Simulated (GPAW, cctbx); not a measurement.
## By hand: from a DFT structure factor to an extinction distance in AgBiTeS

AgBiTeS, P4/mmm (no. 123), a = 4.1170 Å, b = 4.1170 Å, c = 6.1863 Å, α = 90.00°, β = 90.00°, γ = 90.00°.

```
atom  mult.    x    y    z
 Bi1      1  1/2  1/2  1/2
 Te1      1  1/2  1/2    0
 Ag1      1    0    0    0
  S1      1    0    0  1/2
```

The cell comes from substitution in a known structure type and wasn't matched to any measured phase.

A DFT run (GPAW, PBE, 450 eV, 6×6×4 k-points (along the axes of the calculation cell), Fermi–Dirac width 0.1 eV) gives the static X-ray structure factor of 101 as 57.796 e for the conventional cell; superposed free atoms give 58.142 e. **Problem.** Find the Fourier component V of the crystal potential and the two-beam extinction distance at 80 kV in both cases.

## 1. Geometry

The cell volume is Ω = 104.85 Å³ and d(101) = 3.4274 Å, so g = 1/d = 0.2918 Å⁻¹.

## 2. The nuclei

Electrons feel nuclei as well as electrons, so the nuclear charges are summed with the same phases.

Phase sums Σ exp(2πi h·x), turned so that the total is real and positive: Bi +1.000, Te -1.000, Ag +1.000, S -1.000. Then F_Z = 83 × (+1.000) + 52 × (-1.000) + 47 × (+1.000) + 16 × (-1.000) = 62.00 e. The electron term has the same sign for this reflection.

## 3. Mott–Bethe

Poisson's equation, term by term, gives V = (e/4πε₀)(F_Z − F)/(πΩg²), with e/4πε₀ = 14.3996 V Å.

The prefactor is 14.3996 × 3.4274²/(π × 104.85) = 0.51351 V per electron. Free atoms: (62.00 − 58.142) × 0.51351 = 1.981 V. Crystal: (62.00 − 57.796) × 0.51351 = 2.159 V. F changes by -0.60 % and V by +9.0 %: the same 0.35 e is measured against F_Z − F = 3.9 e in place of F = 58.1 e.

## 4. Extinction distance

In the two-beam case ξ = 1/(λU) with U = 2γm₀eV/h², that is ξ = 150.41 V Å²/(γλV).

At 80 kV, λ = 0.04176 Å and γ = 1.1566. Free atoms: ξ = 1572 Å. Crystal: ξ = 1443 Å. The thickness fringes go as sin²(πt/ξ), so the two patterns slip by a quarter of a period when t|1/ξ₁ − 1/ξ₀| = 1/4, at t ≈ 438 nm. Thermal motion, absorption and many-beam coupling, left out here, change a real pattern.

## 5. Answer

V(101) is 2.16 V against 1.98 V, and ξ is 1443 against 1572 Å. Limits: static atoms, two beams.

[Outputs are excerpts: Python notices, other lines and further rows are left out; steps that failed or that the build refused (PBEsol, TPSS) are not shown.]

[Logs are printed without paths, hosts, clocks, repeated set-up lines and the standing remarks that a program may print on its own settings, such as how far it seeks lower states.]
